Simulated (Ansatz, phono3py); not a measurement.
# Phonon transport in NaI (Fm-3m)

How well does the lattice of NaI conduct heat?

What experiment has found for this phase:
- thermal conductivity 1.8 W/m/K near room temperature (given in “Combining the AFLOW GIBBS and Elastic Libraries to efficiently and robustly screen thermo-mechanical properties of solids”, 2017, arXiv:1611.05714)
- thermal conductivity 1.8 W/m/K near room temperature (given in “Predicting the lattice thermal conductivity of solids by solving the Boltzmann transport equation: AFLOW - AAPL an automated, accurate and efficient framework”, 2017, arXiv:1611.05481)

Method: DFT LDA, scalar-relativistic, plane waves, PAW; PAW set soft_1, in Ansatz 0.2.0.

## (1) Set-up

The structure is cubic, space group Fm-3m (No. 225). Conventional cell: a = 6.473 Å, b = 6.473 Å, c = 6.473 Å, α = 90.00°, β = 90.00°, γ = 90.00°. Nearest to Na lie 6 I at 3.24 Å. I has 6 Na at 3.24 Å nearest. Farther neighbours and most contacts between anions are not listed.

As a file:

```cif
data_structure
_symmetry_space_group_name_H-M 'P 1'
_symmetry_Int_Tables_number 1
_cell_length_a 4.5770
_cell_length_b 4.5770
_cell_length_c 4.5770
_cell_angle_alpha 60.000
_cell_angle_beta 60.000
_cell_angle_gamma 60.000
_cell_volume 67.80
loop_
_atom_site_label
_atom_site_type_symbol
_atom_site_fract_x
_atom_site_fract_y
_atom_site_fract_z
_atom_site_occupancy
Na1 Na 0.00000 0.00000 0.00000 1
I2 I 0.50000 0.50000 0.50000 1
```

## (2) A first coarse run

A cheap single point shows whether the cell is a metal or an insulator and how far it is from rest; that sets the k-mesh and the occupations of what follows.

Contents of input.yaml:

```yaml
crystal:
  lattice:
    - [0.0, 3.2364, 3.2364]
    - [3.2364, 0.0, 3.2364]
    - [3.2364, 3.2364, 0.0]
  atoms:
    - { symbol: Na, position: [0.0, 0.0, 0.0] }
    - { symbol: I, position: [0.5, 0.5, 0.5] }
kpoints:
  mp_grid: { grid: [6, 6, 6] }
hamiltonian:
  xc: lda
  pseudopotentials: { kind: paw, azcp: { folder: soft_1 }, xc_functional: pbe }
scf:
  occupations: { method: gaussian, width: 0.1 }
  lower_state_search: "off"
output:
  forces: true
  stress: true
  eigenvalues: true
```

Started as:

```console
$ ansatz run input.yaml --threads 4 --pin off --max-ram 19456MiB --backend cpu --events-out ev --progress --plain --runs-dir out
```

Numbers of over 12 decimals in the logs are rounded to 6 here.

The program printed:

```text
Engine: ansatz 0.2.0, aarch64-unknown-linux-gnu
Pseudopotentials: kind: paw
Pseudopotential: Na, paw, valence charge 9, recommended cutoff 420 eV (normal), soft_1/Na.paw.azcp
Pseudopotential: I, paw, valence charge 17, recommended cutoff 420 eV (normal), soft_1/I.paw.azcp
Functional definition: SPW92
  exchange = slater_x
  correlation = pw_c
Crystal: 2 atoms, lattice volume = 67.798 Å³
Basis set: ecut = 420 eV, 1363 PW (Γ)
Bands: 17, of which v1, the nominal top of the filled ones, is band 13 counted from 1 (12 counted from 0)
Symmetry: 48 space group operations
Space group: Fm-3m (ITA 225), of the structure as read, at distance tolerance 4.1e-5 Å
k-points: 16 of 216
Non-local potential: Na, projectors of the file, l = 0: 3, l = 1: 2, l = 2: 1
Non-local potential: I, projectors of the file, l = 0: 2, l = 1: 2, l = 2: 2, l = 3: 1
PAW form: soft (Blöchl's): semilocal exchange-correlation on the pseudo side does not see the compensation charge
PAW frozen core: Na, regenerated for the run's functional, and the local potential with it (the file was generated under x = pbe(κ = 0.804, μ = 0.219515), c = pbe(β = 0.066725))
PAW frozen core: I, regenerated for the run's functional, and the local potential with it (the file was generated under x = pbe(κ = 0.804, μ = 0.219515), c = pbe(β = 0.066725))
PAW one-centre angular grid: Na, 110 points (default); XC on 64 Gauss nodes
PAW one-centre angular grid: I, 590 points (default); XC on 64 Gauss nodes
Initial density: superposition of atomic densities (chi_scale 0.1, normalization cell, long waves kept (reshape's long-wave potential 0.00 eV rms))
Initial wavefunctions: pseudopotential atomic-orbital guess
Functional: x = slater, c = lda
SCF iter   1: F=—  HF=-8826.188742 eV  |F-HF|=—  |Δ(HF+E_count)|=         —  Δρ=5.78e-2  dr2=2.28e0  ethr=3.10e-3  ⟨swp⟩=6.1  Hψ=1571  notcnv=0
preconditioner: auto → none  [insulator: Δε(μ)=2.273 eV  Ē_g=9.707 eV  σ=0.100 eV  W_gap=1.00  n_scr=14 (ndim 8)  ℏωp=12.8 eV  f_vac=0.007  D(μ)=0.00/eV (n_scr^D=0)  ε∞_Penn≈2.7]
SCF iter   2: F=—  HF=-8825.080018 eV  |F-HF|=—  |Δ(HF+E_count)|=    1.11e0  Δρ=1.12e-2  dr2=9.80e-2  ethr=3.10e-3  ⟨swp⟩=3.5  Hψ=745  notcnv=0
SCF iter   3: F=—  HF=-8825.056624 eV  |F-HF|=—  |Δ(HF+E_count)|=   2.34e-2  Δρ=4.75e-3  dr2=1.31e-2  ethr=3.77e-4  ⟨swp⟩=2.9  Hψ=511  notcnv=0
SCF iter   4: F=—  HF=-8825.055977 eV  |F-HF|=—  |Δ(HF+E_count)|=   6.47e-4  Δρ=1.00e-3  dr2=8.08e-4  ethr=5.04e-5  ⟨swp⟩=2.1  Hψ=426  notcnv=0
SCF iter   5: F=—  HF=-8825.055879 eV  |F-HF|=—  |Δ(HF+E_count)|=   9.74e-5  Δρ=1.29e-4  dr2=7.98e-6  ethr=3.11e-6  ⟨swp⟩=2.8  Hψ=448  notcnv=0
SCF iter   6: F=—  HF=-8825.055883 eV  |F-HF|=—  |Δ(HF+E_count)|=   3.64e-6  Δρ=6.71e-6  dr2=1.64e-8  ethr=3.85e-10  ⟨swp⟩=7.4  Hψ=1670  notcnv=0
SCF iter   7: F=-8825.055883 eV  HF=-8825.055883 eV  |F-HF|=1.18e-10  |Δ(HF+E_count)|=   1.11e-8  Δρ=8.40e-7  dr2=1.56e-10  ethr=6.31e-11  ⟨swp⟩=2.4  Hψ=922  notcnv=0
SCF 1 converged in 7 iterations: F = -8825.055883 eV  dr2 = 1.56e-10
  greatest PAW one-centre occupation: 0.999 electrons in one spin orbital (limit 2), on the Na atom at site 0 (counted from 0), in its partial waves of l = 0
SCF converged after 7 iterations
Free energy (F): -8825.055883 eV
Harris-Foulkes:  -8825.055883 eV  (|F-HF|=1.18e-10)
Internal energy: -8825.055883 eV  (E = F + TS)
E sigma→0 (E₀):  -8825.055883 eV
Fermi energy:    4.459588 eV
--- Per-component energies (eV) ---
  E_band       = -619.429343
  E_kinetic    = 272.916040
  E_local      = -3688.944146  (includes V_loc(G=0)·N_el)
  E_nonlocal   = 401.303027
  E_hartree    = 1493.188996
  E_xc         = -143.479160
  E_vxc        = -158.161526  (∫ρ·V_xc dr)
  E_paw        = -4903.110171  (= ΣΔE_a)
  E_vpaw       = -432.918378  (= ΣTr[D̂ρ^β])
  E_aug_tail   = -0.002431  (compensation charges beyond the density's cutoff)
  E_ewald      = -2257.850118
  E_core_change = 0.922081  (= ΣΔE_core)
  E_smearing   = -0.000000  (= −TS)
  E_closure    = 0.000000  (closes the sum)
  Σ components = -8825.055883   (vs F -8825.055883, Δ=0.00e0)
--- Forces (eV/Å), atoms counted from 1 ---
  atom   1  Na    -0.00000000     0.00000000    -0.00000000
  atom   2  I      0.00000000     0.00000000    -0.00000000
  max |Σ_I F_I| component: 4.25e-29 eV/Å
--- Stress (GPa, compression-positive) ---
       -1.637474       0.000000      -0.000000
        0.000000      -1.637474       0.000000
       -0.000000      -0.000000      -1.637474
  P = ⅓ Tr σ = -1.6375 GPa (-16.375 kbar)
--- Band table (eV; the first three rows and the last of 16) ---
  k-point 0: bands = [... 9 lower, -8.3327, 2.7914, 2.7914, 2.7914, 6.1245, 10.6300, 10.6300, 10.6300]
  k-point 1: bands = [... 9 lower, -8.2593, 2.0226, 2.7150, 2.7150, 6.9668, 10.1018, 10.8139, 10.8139]
  k-point 2: bands = [... 9 lower, -8.1038, 0.9741, 2.5725, 2.5725, 7.6534, 10.3679, 10.3679, 10.5838]
  k-point 15: bands = [... 9 lower, -7.9386, 1.0794, 1.6578, 1.8770, 7.9476, 9.1448, 11.1895, 11.2252]
```

The job ended after 0.9 s (4 threads of Arm Neoverse V2, shared host; peak memory 0.29 GiB).

In the SCF lines HF is the Harris–Foulkes energy and dr2 the Hartree energy of the density residual, in eV; the loop may stop once dr2 is under the threshold and the program's other checks hold. Hψ counts applications of the Hamiltonian.

Numbers from this step:

```yaml
pressure: -1.637 GPa
gap_on_the_k_mesh: 3.333 eV
volume_per_atom: 33.90 Å³/atom
```

The start is under -1.6 GPa at this level and looks like an insulator or semiconductor on this mesh.

## (3) Finding the static equilibrium

Phonons are second derivatives about a minimum, so cell and atoms are relaxed first, inside the symmetry of the start.

input.yaml, the sections that differ from step 2:

```yaml
scf:
  occupations: { method: gaussian, width: 0.02 }
  lower_state_search: "off"
output:
  forces: true
  stress: true
  eigenvalues: true
  write_density: true
  write_potential: true
  elf: true
  volumetric_format: npy
relax:
  adjacent_minimum: "off"
  f_tol: 0.005
  max_steps: 80
  cell: { stress_tol: 0.05 }
# crystal, kpoints, hamiltonian: as in step 2
```

The program printed:

```text
[...]
Crystal: 2 atoms, lattice volume = 67.798 Å³
Basis set: ecut = 420 eV, 1363 PW (Γ)
Bands: 17, of which v1, the nominal top of the filled ones, is band 13 counted from 1 (12 counted from 0)
Symmetry: 48 space group operations
[...]
k-points: 16 of 216
[...]
SCF iter   1: F=—  HF=-8826.188487 eV  |F-HF|=—  |Δ(HF+E_count)|=         —  Δρ=5.78e-2  dr2=2.27e0  ethr=3.10e-3  ⟨swp⟩=6.8  Hψ=1533  notcnv=0
[...]
SCF iter   7: F=-8825.055883 eV  HF=-8825.055883 eV  |F-HF|=5.09e-11  |Δ(HF+E_count)|=   1.98e-8  Δρ=1.29e-6  dr2=3.41e-10  ethr=5.45e-11  ⟨swp⟩=6.0  Hψ=1546  notcnv=0
SCF 1 converged in 7 iterations: F = -8825.055883 eV  dr2 = 3.41e-10
[...]
relax step   1: F+E_penalty+E_count = -8825.05588300 eV  Δ(F+E_penalty+E_count) = +0.000e0 eV  max|allowed force component| = 1.104e-29 eV/Å  Δτ_max = 0.0000 Å  P = -1.637 GPa  Ω = 67.798 Å³  (7 SCF iters, dr2 threshold 1.00e-7 eV, accepted)
Crystal: 2 atoms, lattice volume = 64.528 Å³
Basis set: ecut = 420 eV, 1243 PW (Γ)
[...]
iter 1 solved again at ethr=1.26e-5 eV; its pass at ethr=3.10e-3 eV (dr2=3.29e-3 eV) is discarded
[...]
SCF iter   5: F=-8825.082830 eV  HF=-8825.082830 eV  |F-HF|=1.47e-10  |Δ(HF+E_count)|=   1.58e-7  Δρ=6.73e-6  dr2=2.12e-8  ethr=7.69e-10  ⟨swp⟩=12.7  Hψ=2255  notcnv=0
SCF 2 converged in 5 iterations: F = -8825.082830 eV  dr2 = 2.12e-8
relax step   2: F+E_penalty+E_count = -8825.08283007 eV  Δ(F+E_penalty+E_count) = -2.695e-2 eV  max|allowed force component| = 6.114e-30 eV/Å  Δτ_max = 0.0000 Å  P = -0.935 GPa  Ω = 64.528 Å³  energy of the carried Pulay correction = +3.195e-4 eV  (5 SCF iters, dr2 threshold 2.00e-7 eV, accepted)
Crystal: 2 atoms, lattice volume = 60.639 Å³
[...]
SCF iter   5: F=-8825.092498 eV  HF=-8825.092498 eV  |F-HF|=1.46e-9  |Δ(HF+E_count)|=   2.43e-7  Δρ=7.85e-6  dr2=2.08e-8  ethr=7.69e-10  ⟨swp⟩=12.8  Hψ=2242  notcnv=0
SCF 3 converged in 5 iterations: F = -8825.092498 eV  dr2 = 2.08e-8
relax step   3: F+E_penalty+E_count = -8825.09249783 eV  Δ(F+E_penalty+E_count) = -9.668e-3 eV  max|allowed force component| = 1.397e-30 eV/Å  Δτ_max = 0.0000 Å  P = +0.245 GPa  Ω = 60.639 Å³  energy of the carried Pulay correction = +7.330e-4 eV  (5 SCF iters, dr2 threshold 2.00e-7 eV, accepted)
[...]
relax step   4: F+E_penalty+E_count = -8825.09293419 eV  Δ(F+E_penalty+E_count) = -4.364e-4 eV  max|allowed force component| = 1.906e-30 eV/Å  Δτ_max = 0.0000 Å  P = -0.024 GPa  Ω = 61.407 Å³  energy of the carried Pulay correction = +6.482e-4 eV  (4 SCF iters, dr2 threshold 1.50e-7 eV, accepted)
[...]
SCF iter   1: F=—  HF=-8825.092255 eV  |F-HF|=—  |Δ(HF+E_count)|=         —  Δρ=8.08e-5  dr2=6.75e-7  ethr=4.69e-6  ⟨swp⟩=2.8  Hψ=2219  notcnv=0
eigensolver tolerance schedule: the retry pair's looser diagonalisation over-reported the residual by 1804.75 of it (diagonalisation noise at an unbounded share of the residual, at the tolerance the schedule requests for it); recorded, not acted on — ethr = c·dr2/N_el stays at c = 1.0e-1
[...]
SCF iter   2: F=—  HF=-8825.092260 eV  |F-HF|=—  |Δ(HF+E_count)|=   5.60e-6  Δρ=3.93e-5  dr2=1.62e-7  ethr=2.60e-9  ⟨swp⟩=3.1  Hψ=549  notcnv=0
[...]
SCF iter   6: F=-8825.092260 eV  HF=-8825.092260 eV  |F-HF|=5.46e-12  |Δ(HF+E_count)|=  2.18e-11  Δρ=9.00e-8  dr2=3.82e-12  ethr=1.00e-12  ⟨swp⟩=7.7  Hψ=1399  notcnv=0
SCF 5 converged in 6 iterations: F = -8825.092260 eV  dr2 = 3.82e-12
relax step   5: F+E_penalty+E_count = -8825.09226032 eV  Δ(F+E_penalty+E_count) = +6.739e-4 eV  max|allowed force component| = 3.139e-30 eV/Å  Δτ_max = 0.0000 Å  P = -0.024 GPa  Ω = 61.407 Å³  stress off target by 2.45e-2 GPa  SCF on the basis re-selected at this cell (its energy is not comparable with the rows above)  (6 SCF iters)
basis re-selected at this cell: Δ(F+E_penalty+E_count) = +6.739e-4 eV, ΔP = -0.001 GPa vs the last step (what re-selecting the basis moved, of the pressure what is left beyond the Pulay correction that the steps carried, after the strain that the cell walked since its last selection, with what the two solves' SCF thresholds leave and, on support functions, any second-order correction that the steps lacked; it is no measure of the basis error at this ecutwfc). The dense FFT grid was sized anew with the basis: this SCF ran on 30×30×30 points, the steps before it on 32×32×32, so part of this shift can come from that change (see relax.cell in the input reference). [rest of the remark cut]
SCF converged after 6 iterations
Free energy (F): -8825.092260 eV
[...]
Internal energy: -8825.092260 eV  (E = F + TS)
E sigma→0 (E₀):  -8825.092260 eV
Fermi energy:    5.563115 eV
[...]
--- Stress (GPa, compression-positive) ---
       -0.024475       0.000000       0.000000
        0.000000      -0.024475      -0.000000
       -0.000000      -0.000000      -0.024475
  P = ⅓ Tr σ = -0.0245 GPa (-0.245 kbar)
--- Band table (eV; the first three rows and the last of 16) ---
  k-point 0: bands = [... 9 lower, -7.6467, 3.7552, 3.7552, 3.7552, 7.3709, 11.5943, 11.5943, 11.5943]
  k-point 1: bands = [... 9 lower, -7.5495, 2.8582, 3.6597, 3.6597, 8.2626, 11.1126, 11.8265, 11.8265]
  k-point 2: bands = [... 9 lower, -7.3406, 1.6350, 3.4838, 3.4838, 8.7367, 11.4237, 11.4237, 12.0558]
  k-point 15: bands = [... 9 lower, -7.1194, 1.7311, 2.4025, 2.6635, 9.0810, 10.0774, 12.4877, 12.5153]
--- Relaxed structure (4 steps of the walk, 4 accepted, 1 SCFs on fresh bases) ---
  F+E_penalty+E_count = -8825.09226032 eV   max|allowed force component| = 3.139e-30 eV/Å   (the final SCF, on the basis selected at the relaxed cell)
  cell:  # Å, volume = 61.4067 Å³
    - [0, 3.131328, 3.131328]
    - [3.131328, 0, 3.131328]
    - [3.131328, 3.131328, 0]
  atoms:
    - { symbol: Na, position: [0, 0, 0] }
    - { symbol: I, position: [0.5, 0.5, 0.5] }
```

Run time: 1.9 s. Hardware: 4 threads; peak memory 0.32 GiB; 6 s of CPU time.

Relaxation path:

```csv
step,energy less that of the first step (eV),largest force component (eV/Å),pressure (GPa),volume (Å³)
1,0.0000,0.0000,-1.64,67.80
2,-0.0269,0.0000,-0.93,64.53
3,-0.0366,0.0000,0.24,60.64
4,-0.0371,0.0000,-0.02,61.41
5*,-0.0364,0.0000,-0.02,61.41
```

Relaxation steps marked * repeat the geometry before them on a plane-wave basis chosen anew for their cell, so energy and pressure can jump there.

The run keeps the 48 symmetry operations that it works with, so distortions that break them were not tested.

```csv
"conventional cell, symmetrised",before,after,change
a (Å),6.473,6.263,-3.2 %
b (Å),6.473,6.263,-3.2 %
c (Å),6.473,6.263,-3.2 %
volume (Å³/atom),33.90,30.70,-9.4 %
```

The relaxed structure:

```xyz
2
Lattice="0.0000 3.1313 3.1313 3.1313 0.0000 3.1313 3.1313 3.1313 0.0000" Properties=species:S:1:pos:R:3 pbc="T T T"
Na    0.0000    0.0000    0.0000
I     3.1313    3.1313    3.1313
```

Numbers from this step:

| Quantity | Value |
| --- | --- |
| pressure | -0.02447 GPa |
| gap on the k-mesh | 3.616 eV |
| volume per atom | 30.70 Å³/atom |

Electrostatic potential energy in the ac plane of the conventional cell at fractional y = 0.000, with atoms of Na and I within 0.2 Å of it. With pseudopotentials it is smooth inside the atoms' cores, unlike the true potential.

Ten even steps from '0' (-51 eV) to '9' (9 eV), each cell a mean:
```
03899844763799950
57999963335899985
89999997668999999
99999999999999999
99999999999999999
67999999999999987
33799997568999853
74489982006999636
95489971005999637
53599984127999734
35899998789999964
88999999999999998
99999999999999999
99999999889999999
88999985447999998
15899853543799973
01899835973699850
```
Columns run along a (6.3 Å; values clipped at the 3rd and 97th percentile), rows up along c (6.3 Å), edges of the conventional cell, whose origin can differ from the input's. Atoms in or near the plane, at fractional coordinates: Na at (0.00, 0.00), Na at (0.50, 0.50), I at (0.50, 0.00), I at (0.00, 0.50).

ELF in the ac plane of the conventional cell at fractional y = 0.000, with atoms of Na and I within 0.2 Å of it. It is the smooth field of the valence electrons, not physical close to the nuclei.

Ten even steps from '0' (0.03) to '9' (0.76), each cell a mean:
```
56207974335993056
64006986558982025
00003899899951000
33201479998620123
99730023333102589
99973000000016999
56996003552038985
34797027565039953
43797036455039853
35896016673039964
78995001320027987
99961000000004899
77510156776301367
00001699999730000
31005998779972002
65107985346993046
46307973435993065
```
Columns run along a (6.3 Å), rows up along c (6.3 Å), edges of the conventional cell, whose origin can differ from the input's. Atoms in or near the plane, at fractional coordinates: Na at (0.00, 0.00), Na at (0.50, 0.50), I at (0.50, 0.00), I at (0.00, 0.50).

Valence density in the ac plane of the conventional cell at fractional y = 0.000, with atoms of Na and I within 0.2 Å of it. It is the smooth field of the valence electrons, not physical close to the nuclei.

Values in e/Å³, 9 rows by 16 columns, each cell a mean:
```
 8  2  0  0  0  0  2  6  8  4  1  0  0  0  1  5
 0  0  0  0  0  0  0  0  1  0  0  0  0  0  0  0
 0  0  0  0  0  0  0  0  0  0  0  0  0  0  0  0
 5  2  1  0  0  0  0  2  3  1  0  0  0  0  1  4
12  6  1  0  0  0  1 11 16  4  0  0  0  1  3 10
 3  1  0  0  0  0  0  1  1  0  0  0  0  0  1  2
 0  0  0  0  0  0  0  0  0  0  0  0  0  0  0  0
 0  0  0  0  0  0  0  1  1  1  0  0  0  0  0  0
13  3  0  0  0  1  3  9 11  5  1  0  0  0  1  9
```
Columns run along a (6.3 Å), rows up along c (6.3 Å), edges of the conventional cell, whose origin can differ from the input's. Atoms in or near the plane, at fractional coordinates: Na at (0.00, 0.00), Na at (0.50, 0.50), I at (0.50, 0.00), I at (0.00, 0.50).

The relaxation ends with a pressure of -0.02 GPa.

(Continued in part 2 of 4.)

[Logs are printed without paths, hosts, clocks, repeated set-up lines and the standing remarks that a program may print on its own settings, such as how far it seeks lower states.]

[Hosts, paths, dates, database ids (printed as entryN), source tags and the programs' standing remarks are cut or masked in the printed files.]

[A step with changed settings may run another functional than the one named; its input shows which.]
